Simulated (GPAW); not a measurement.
# Work function of TiSi2N4 monolayer at several levels, part 3 of 3

Wanted: work functions and dipole of TiSi2N4 monolayer, with the cost of each level. Where a layer proves gapped, the work function hangs on where the smearing puts the Fermi level, and the band edges take its place.

GPAW 26.7.0; GPAW, PAW setups; layer in a repeated cell with vacuum, relaxation of atoms and in-plane cell (the session's first sound run).

So far, upper work function (eV): step 3 (the slab's potential, PBE, GPAW) 6.10; step 7 (self-consistent run: xc = "RPBE") 5.95; step 8 (self-consistent run: xc = "vdW-DF2", GPAW, PAW setups, GPAW) 6.53; step 9 (real-space grid: mode = "fd", PBE, GPAW) 6.16; step 10 (atomic orbitals: mode = "lcao", PBE, GPAW) 6.06.

**11. The ladder**

Times are for 1 thread of Intel Xeon Platinum 8488C (Sapphire Rapids), shared host. Results by setting:

```
no.         run  upper ionisation energy (eV)     time  memory (GiB)
  1          pw                         6.739     40 s          0.24
  2  optPBE vdW                         6.983     53 s          0.39
  3         LDA                         7.048     39 s          0.25
  4      revPBE                         6.619     41 s          0.24
  5        RPBE                         6.612     43 s          0.25
  6     vdW DF2                         7.177     54 s           0.4
  7          fd                         6.782  1.8 min          0.45
  8        lcao                         6.678  3.3 min          0.27
```

**12. Side by side**

Results and costs are gathered.

This step: comparison of work functions, dipole and cost (GPAW 26.7.0).

Ladder, by row:

```
      step  code  work function, upper (eV)  work function, lower (eV)  dipole (e Å)  wall time (s)  peak memory (GiB)  threads
        pw  GPAW                      6.105                      6.107       7.95e-5           39.8               0.24        1
optPBE-vdW  GPAW                      6.337                       6.34       7.98e-5          53.08               0.39        1
       LDA  GPAW                      6.477                      6.479       7.95e-5          38.89               0.25        1
    revPBE  GPAW                      5.965                      5.967       7.97e-5          40.59               0.24        1
      RPBE  GPAW                      5.952                      5.955       7.97e-5          42.62               0.25        1
   vdW-DF2  GPAW                      6.527                       6.53       8.00e-5          53.83                0.4        1
        fd  GPAW                      6.159                      6.162       1.01e-4          109.3               0.45        1
      lcao  GPAW                      6.064                      6.066       1.01e-4          197.2               0.27        1
```

**13. A changed run**

One more run, with changed settings.

This step: GPAW, PAW setups; slab in vacuum (GPAW 26.7.0).

The input, run.py:

```python
import json
import numpy as np
from ase import Atoms
from gpaw import GPAW, PW

slab = Atoms(
    ['N', 'Si', 'N', 'Ti', 'N', 'Si', 'N'],
    positions=[
        [0.00000, -0.00000, 7.00000],
        [0.00000, 1.67966, 7.53211],
        [0.00000, 1.67966, 9.29153],
        [0.00000, -0.00000, 10.47960],
        [0.00000, 1.67966, 11.66767],
        [0.00000, 1.67966, 13.42710],
        [0.00000, -0.00000, 13.95921]],
    cell=[[2.90927, 0.0, 0.0], [-1.45463, 2.5195, 0.0], [0.0, 0.0, 20.9592]],
    pbc=[True, True, False])

slab.calc = GPAW(mode=PW(500), xc='PBE', kpts={'size': (1, 1, 1), 'gamma': True},
                 occupations={'name': 'fermi-dirac', 'width': 0.05}, nbands='200%',
                 convergence={'density': 1e-05}, maxiter=100,
                 poissonsolver={'dipolelayer': 'xy'},
                 symmetry={'tolerance': 1e-3}, txt='slab.txt')
result = {}
energy = slab.get_potential_energy()
fermi = slab.calc.get_fermi_level()
v = slab.calc.get_electrostatic_potential().mean((0, 1)) - fermi
n = slab.calc.get_pseudo_density().mean((0, 1))
L = slab.cell[2, 2]
z = np.arange(len(v)) * L / len(v)
low, high = slab.positions[:, 2].min(), slab.positions[:, 2].max()
below, above = np.interp([low - 4.8, high + 4.8], z, v)
slopes = [np.interp(x, z, np.gradient(v, z)) for x in (low - 4.8, high + 4.8)]
eps = np.array([[slab.calc.get_eigenvalues(k, s) for k in range(len(slab.calc.get_ibz_k_points()))]
                for s in range(slab.calc.get_number_of_spins())]) - fermi
top, bottom = eps[eps < 0].max(), eps[eps > 0].min()
dipole = slab.get_dipole_moment()[2]
print(f'energy {energy:.4f} eV, Fermi level {fermi:.4f} eV, dipole {dipole:.5f} e A')
print(f'potential 4.8 A off the faces, from the Fermi level: lower {below:.4f} eV, upper {above:.4f} eV')
print(f'slope of the potential there: lower {slopes[0]:.5f}, upper {slopes[1]:.5f} eV/A')
print(f'nearest levels on the mesh: {top:.4f} and {bottom:.4f} eV')
print('magnetic moment', round(slab.get_magnetic_moment(), 3))
result.update(energy=energy, fermi=fermi, dipole=dipole, below=below, above=above, slopes=slopes, edges=[top, bottom],
              z=z.tolist(), v=v.tolist(), n=n.tolist(), positions=slab.positions.tolist(),
              forces=slab.get_forces(apply_constraint=False).tolist(), moments=slab.get_magnetic_moments().tolist())
json.dump(result, open('result.json', 'w'))
```

Command:

```bash
> OMP_NUM_THREADS=1 OPENBLAS_NUM_THREADS=1 python run.py
```

The log of the run:

```text
energy -34.9492 eV, Fermi level 1.2758 eV, dipole 0.00008 e A
potential 4.8 A off the faces, from the Fermi level: lower 5.9742 eV, upper 5.9719 eV
slope of the potential there: lower -0.00157, upper 0.00157 eV/A
nearest levels on the mesh: -1.7558 and 1.2863 eV
magnetic moment 0.0
```

Run time: 5.8 s. Hardware: 1 thread of Intel Xeon Platinum 8488C (Sapphire Rapids), shared host; peak memory 0.18 GiB.

The run finished. A setting was moved off its sound value on purpose, so it serves as a test and not as the result.

The fault put into the input: one k-point (kpts = [1, 1]).

The two runs compared:

```
                    quantity  this run  sound run  difference
    upper work function (eV)    5.9719     6.1047      -0.133
    lower work function (eV)    5.9742     6.1070      -0.133
upper ionisation energy (eV)    7.7277     6.7388       0.989
```

The two runs differ clearly in the upper ionisation energy: 7.73 eV against 6.74 eV.

**14. Results**

```json
{"work function, both faces (Fermi level placed in the gap by the smearing)": "6.10 eV", "ionisation energy from the upper face (highest filled level on the mesh)": "6.74 eV", "electron affinity from the upper face (lowest empty Kohn-Sham level on the mesh)": "5.37 eV", "dipole along the normal": "8.0e-5 e Å"}
```

In words: With plane waves and PBE the ionisation energy from the upper face is 6.74 eV and the Kohn-Sham electron affinity 5.37 eV. The levels nearest the Fermi level on the mesh lie 1.37 eV apart, so the slab is gapped there: the smearing puts the Fermi level inside the gap, and from either face the ionisation energy is the work function plus 0.63 eV. Both are Kohn-Sham levels on the mesh, and semilocal gaps are too small, so the affinity tends to come out too large and the ionisation energy too small. Work functions of a gapped slab move with the place of the Fermi level in the gap; over the runs without a planted fault the highest filled level on the mesh lies 6.61 (RPBE) to 7.18 eV (vdW-DF2) under the upper vacuum level. The layer's cell and atoms come from the relaxation; spin-orbit coupling and temperature are left out.

[Logs are printed without paths, hosts, clocks, repeated set-up lines and the standing remarks that a program may print on its own settings, such as how far it seeks lower states.]

[Hosts, paths, dates, database ids (printed as entryN), source tags and the programs' standing remarks are cut or masked in the printed files.]
